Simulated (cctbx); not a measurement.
## Accept or mend?

Cell a = 11.4540 Å, b = 11.4540 Å, c = 12.3910 Å, α = 90.00°, β = 90.00°, γ = 120.00°; space group P6_3/m (no. 176). The compound is Na5In16Au10.

The data are simulated with cctbx, not measured: synchrotron X-rays, λ = 0.7749 Å, to d = 0.77 Å, 80 % of the full sphere, strongest reflection 20000 counts, noise from counting, a 4 % proportional error and a noise floor of 4 counts (s.d.); no absorption.

An anisotropic refinement with weights 1/σ² prints:

```text
Rint 0.046, 1131 unique reflections to 0.77 A
cycle     R1     wR2    GooF  max shift (A)
   1  0.0445  0.1041   3.682   0.00169
   2  0.0177  0.0421   1.489   0.00002
final R1 0.0177 wR2 0.0421 GooF 1.489  parameters 52  data/parameter 21.8
atom        x        y        z      Ueq    occ   su(xyz)  su(Uiso or U11)
Au1    0.70463  0.15753  0.60839   0.0101  1.000  0.00003  0.0001
Au2    0.26774  0.86421  0.75000   0.0088  1.000  0.00004  0.0002
Au3    0.00000  0.00000  0.50000   0.0060  1.000  0.00000  0.0002
In1    0.33333  0.66667  0.25000   0.0132  1.000  0.00000  0.0003
In2    0.87682  0.15817  0.44743   0.0171  1.000  0.00006  0.0003
In3    0.54943  0.94622  0.75000   0.0189  1.000  0.00008  0.0003
In4    0.57413  0.95982  0.42273   0.0135  1.000  0.00005  0.0002
Na1    0.19757  0.09908  0.75000   0.0224  1.000  0.00050  0.0021
Na2    0.66667  0.33333  0.41098   0.0206  1.000  0.00044  0.0016
difference map: max 1.48 min -1.97 rms 0.38
Q1    0.0469  0.7411  0.7500    6    1.53  1.62 A from In3
Q2    0.1612  0.4415  0.7500    6    1.48  0.38 A from Au2
Q3    0.0000  0.0000  0.0000    2    1.34  0.00 A from Au3
Q4    0.2179  0.5481  0.5463   12    1.33  1.44 A from Na2
Q5    0.1791  0.4457  0.1238   12    1.33  0.35 A from Au1
Q6    0.0000  0.0000  0.0843    4    1.28  1.04 A from Au3
```

Q: Accept it or mend it, and why?

Mend it. The fault: dispersion terms of the wrong wavelength (1.54184 Å). Against the right model at the same level, R1 goes from 0.0117 to 0.0177 and GooF from 0.94 to 1.49 and U of In1 swells from 0.0101 to 0.0132 Å². f′ and f″ must be those of the data's wavelength; the error mimics a mistyped heavy atom. The signs are weak, and the output alone doesn't single this fault out.

The compound is Na5In16Au10. The right model at the same level gives:

```text
Rint 0.046, 1131 unique reflections to 0.77 A
cycle     R1     wR2    GooF  max shift (A)
   1  0.0219  0.0541   1.916   0.00329
   2  0.0117  0.0266   0.942   0.00000
final R1 0.0117 wR2 0.0266 GooF 0.942  parameters 52  data/parameter 21.8
atom        x        y        z      Ueq    occ   su(xyz)  su(Uiso or U11)
Au1    0.70465  0.15754  0.60842   0.0117  1.000  0.00002  0.0001
Au2    0.26774  0.86424  0.75000   0.0104  1.000  0.00003  0.0001
Au3    0.00000  0.00000  0.50000   0.0075  1.000  0.00000  0.0001
In1    0.33333  0.66667  0.25000   0.0101  1.000  0.00000  0.0002
In2    0.87678  0.15822  0.44743   0.0142  1.000  0.00004  0.0002
In3    0.54932  0.94620  0.75000   0.0161  1.000  0.00005  0.0002
In4    0.57417  0.95989  0.42279   0.0108  1.000  0.00003  0.0001
Na1    0.19728  0.09909  0.75000   0.0213  1.000  0.00032  0.0014
Na2    0.66667  0.33333  0.41090   0.0187  1.000  0.00028  0.0010
difference map: max 1.19 min -1.19 rms 0.24
Q1    0.0403  0.7298  0.7500    6    1.27  1.53 A from In3
Q2    0.9949  0.3679  0.2500    6    1.15  0.78 A from In3
Q3    0.2194  0.5524  0.5412   12    0.98  1.44 A from Na2
Q4    0.0404  0.4670  0.1163   12    0.94  1.43 A from Au1
Q5    0.0136  0.1864  0.2500    6    0.92  0.91 A from Na1
Q6    0.1292  0.2830  0.0695   12    0.86  1.55 A from In2
```

The model is made up (kin elements in a known structure type, no relaxation), so it says nothing on whether the phase exists.

[Middle refinement cycles are left out of these outputs.]

[Logs are printed without paths, hosts, clocks, repeated set-up lines and the standing remarks that a program may print on its own settings, such as how far it seeks lower states.]
